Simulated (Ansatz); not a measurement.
## Mg2Ir (built on the sites of a database entry of Sr2Rh): relaxing the cell for a phonon run: relaxation

Ansatz 0.2.0; DFT PBEsol, scalar-relativistic, plane waves, PAW.

The structure was built from a prototype and need not be the compound's stable phase.

The structure is cubic, space group Fm-3m (No. 225). The conventional cell has a = 5.988 Å, b = 5.988 Å, c = 5.988 Å, α = 90.00°, β = 90.00°, γ = 90.00°. Mg has 4 Ir at 2.59 Å nearest. Ir has 8 Mg at 2.59 Å nearest. Farther neighbours are not listed.

The steps of the relaxation:

| step | energy less that of the first step (eV) | largest force component (eV/Å) | pressure (GPa) | volume (Å³) |
| --- | --- | --- | --- | --- |
| 1 | 0.0000 | 0.0000 | 7.74 | 53.68 |
| 2 | -0.1030 | 0.0000 | -0.28 | 58.49 |
| 3 | -0.1032 | 0.0000 | -0.03 | 58.31 |
| 4* | -0.1036 | 0.0000 | -0.04 | 58.31 |

Relaxation steps marked * repeat the geometry before them on a plane-wave basis chosen anew for their cell, so energy and pressure can jump there.

The run keeps the 48 symmetry operations that it works with, so distortions that break them were not tested.

```csv
"conventional cell, symmetrised",before,after,change
a (Å),5.988,6.156,+2.8 %
b (Å),5.988,6.156,+2.8 %
c (Å),5.988,6.156,+2.8 %
volume (Å³/atom),17.89,19.44,+8.6 %
```

Final coordinates:

```cif
data_structure
_symmetry_space_group_name_H-M 'P 1'
_symmetry_Int_Tables_number 1
_cell_length_a 4.3527
_cell_length_b 4.3527
_cell_length_c 4.3527
_cell_angle_alpha 60.000
_cell_angle_beta 60.000
_cell_angle_gamma 60.000
_cell_volume 58.31
loop_
_atom_site_label
_atom_site_type_symbol
_atom_site_fract_x
_atom_site_fract_y
_atom_site_fract_z
_atom_site_occupancy
Mg1 Mg 0.75000 0.75000 0.75000 1
Mg2 Mg 0.25000 0.25000 0.25000 1
Ir3 Ir 0.00000 0.00000 0.00000 1
```

This step gave:

* pressure: -0.03649 GPa
* volume per atom: 19.44 Å³

Valence density in the ac plane of a cell with a along [110], b along [-110] and c along [001] of the cube at fractional y = 0.000, with atoms of Mg and Ir within 0.2 Å of it. It is the smooth field of the valence electrons, not physical close to the nuclei.

Values in e/Å³, 9 rows by 16 columns, each cell a mean:
```
 6  2  0  0  0  0  1  5  6  2  0  0  0  0  1  5
 1  0  0  5  7  1  0  1  1  0  0  5  7  1  0  1
 0  0  0  8 13  1  0  0  0  0  0  8 13  1  0  0
 0  0  0  0  0  0  0  0  0  0  0  0  0  0  0  0
 0  0  0  0  0  0  0  0  0  0  0  0  0  0  0  0
 0  0  0  1  1  0  0  0  0  0  0  1  1  0  0  0
 0  0  0 10 16  1  0  0  0  0  0 10 16  1  0  0
 1  1  0  2  3  0  0  1  1  1  0  2  3  0  0  1
 7  3  0  0  0  0  1  6  7  3  0  0  0  0  1  6
```
Columns run along a (8.7 Å), rows up along c (6.2 Å), edges of the conventional cell, whose origin can differ from the input's. Atoms in or near the plane, at fractional coordinates: Mg at (0.25, 0.75), Mg at (0.75, 0.75), Mg at (0.25, 0.25), Mg at (0.75, 0.25), Ir at (0.00, 0.00), Ir at (0.50, 0.00).

ELF in the ac plane of a cell with a along [110], b along [-110] and c along [001] of the cube at fractional y = 0.000, with atoms of Mg and Ir within 0.2 Å of it. It is the smooth field of the valence electrons, not physical close to the nuclei.

Ten even steps from '0' (0.05) to '9' (0.63), each cell a mean:
```
997564355689997564355689
975521114568975521114568
555314532555555314532555
555135451355555135451355
443035551244443035551244
222102310122222102310122
001221112210001221112210
001244543200001244543200
001233333200001233333200
011100101111011100101111
232014530133232014530133
454135451254454135451254
455225541455455225541455
665412312556665412312556
996542135579996542135579
797565566698797565566698
```
Columns run along a (8.7 Å), rows up along c (6.2 Å), edges of the conventional cell, whose origin can differ from the input's. Atoms in or near the plane, at fractional coordinates: Mg at (0.25, 0.75), Mg at (0.75, 0.75), Mg at (0.25, 0.25), Mg at (0.75, 0.25), Ir at (0.00, 0.00), Ir at (0.50, 0.00).

Electrostatic potential energy in the ac plane of a cell with a along [110], b along [-110] and c along [001] of the cube at fractional y = 0.000, with atoms of Mg and Ir within 0.2 Å of it. With pseudopotentials it is smooth inside the atoms' cores, unlike the true potential.

Ten even steps from '0' (-67 eV) to '9' (14 eV), each cell a mean:
```
026999999841026999999841
358998889864358998889864
889974368998889974368998
999850037999999850037999
999861048999999861048999
999986678999999986678999
999999899999999999899999
999999999999999999999999
999999999999999999999999
999998889999999998889999
999974368999999974368999
999850037999999850037999
999861048999999861048999
678986678987678986678987
247999899852247999899852
015899999730015899999730
```
Columns run along a (8.7 Å; values clipped at the 3rd and 97th percentile), rows up along c (6.2 Å), edges of the conventional cell, whose origin can differ from the input's. Atoms in or near the plane, at fractional coordinates: Mg at (0.25, 0.75), Mg at (0.75, 0.75), Mg at (0.25, 0.25), Mg at (0.75, 0.25), Ir at (0.00, 0.00), Ir at (0.50, 0.00).

What was run to get this?

The system, level and task follow from the heading and the kind of results. Meshes, cutoffs and thresholds can't be read from the results; these are the ones that the run used.

File input.yaml:

```yaml
crystal:
  lattice:
    - [0.0, 2.9941, 2.9941]
    - [2.9941, 0.0, 2.9941]
    - [2.9941, 2.9941, 0.0]
  atoms:
    - { symbol: Mg, position: [0.75, 0.75, 0.75] }
    - { symbol: Mg, position: [0.25, 0.25, 0.25] }
    - { symbol: Ir, position: [0.0, 0.0, 0.0] }
kpoints:
  mp_grid: { grid: [10, 10, 10] }
hamiltonian:
  xc: pbesol
scf:
  occupations: { method: gaussian, width: 0.1 }
output:
  forces: true
  stress: true
  eigenvalues: true
  write_density: true
  write_potential: true
  elf: true
  volumetric_format: npy
relax:
  adjacent_minimum: "off"
  f_tol: 0.005
  max_steps: 80
  cell: { stress_tol: 0.05 }
```

Run with:

```bash
$ ansatz run input.yaml --threads 8 --pin off --max-ram 14336MiB --backend cpu --events-out ev --progress --plain --runs-dir out
```

[Logs are printed without paths, hosts, clocks, repeated set-up lines and the standing remarks that a program may print on its own settings, such as how far it seeks lower states.]

[Hosts, paths, dates, database ids (printed as entryN), source tags and the programs' standing remarks are cut or masked in the printed files.]
